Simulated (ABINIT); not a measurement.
Records of electronic-structure calculations.

```
A GW chain in ABINIT: CdSe (Cadmoselite)
1.0
     4.30000    0.00000    0.00000
    -2.15000    3.72391    0.00000
     0.00000    0.00000    7.02000
Cd Se
2 2
Direct
  0.33333 0.66667 0.00000
  0.66667 0.33333 0.50000
  0.33333 0.66667 0.38500
  0.66667 0.33333 0.88500
# method: RPA screening on PBE, plane waves, norm-conserving pseudopotentials (and 2 further levels or steps)
# program: ABINIT 10.8.3
# settings: cutoff 48 Ha, PseudoDojo scalar-relativistic 0.4 stringent, norm-conserving, ngkpt (3, 3, 2), nband 118, ecuteps 3.9 Ha, inclvkb 2, shiftk (0, 0, 0), symchi 1, awtr 1, frequency ppm, 3×3×2 k-mesh
# cost: 5 runs, 6.9 min in all on 8 MPI ranks of Intel Xeon Platinum 8488C (Sapphire Rapids), shared host
# notes: The database entry behind the starting cell differs from other determinations of this structure. The program’s warnings: nproc spkpt=  >= nkpt= * nsppol=. The cell and positions come from the Crystallography Open Database and are kept as given unless a step says otherwise. Limits: mesh may overstate the screening; no spin-orbit coupling. The 3×3×2 mesh is coarse for this cell, which bears on the long-range parts of exchange and screening. The RPA ε∞ on this mesh reaches over 25; with a narrow direct gap a coarse mesh can overstate it, and the correction is then too small.
# PBE gap: 0.70 eV, direct
# G0W0 gap on the mesh: 1.23 eV
# GW settings: 3×3×2 mesh, 118 bands, screening to 106.1 eV, Godby-Needs plasmon pole
# known limits: short of the basis limit; mesh may overstate the screening; no spin-orbit coupling; coarse k mesh
```

[Long decimals in the printed logs are rounded to 6 places.]

[Logs are printed without paths, hosts, clocks, repeated set-up lines and the standing remarks that a program may print on its own settings, such as how far it seeks lower states.]

[Paths, hosts, dates, memory and timing lines, banners, echoed tables and standing remarks are left out of the program output; an Ansatz launch command may be rebuilt from the run's recorded settings. Measured values are a selection of at most five: reports struck by readers or far from the other reports are left out. None is set beside runs whose start may be inverted or whose files or cutoffs have a known fault.]

[Runs of the session that timed out or met a known fault of the program may be left out.]

[Hosts, paths, dates, database ids (printed as entryN), source tags and the programs' standing remarks are cut or masked in the printed files.]

[G0W0 gaps are taken among the corrected bands and points alone; a level outside them can change the order at an edge.]

[Where Ansatz stands beside ABINIT at settings called matched, ABINIT's density can come from a denser mesh and the files from another edition; pairs whose starting gaps differed by over 0.03 eV were left out, so agreement reads better than it is.]
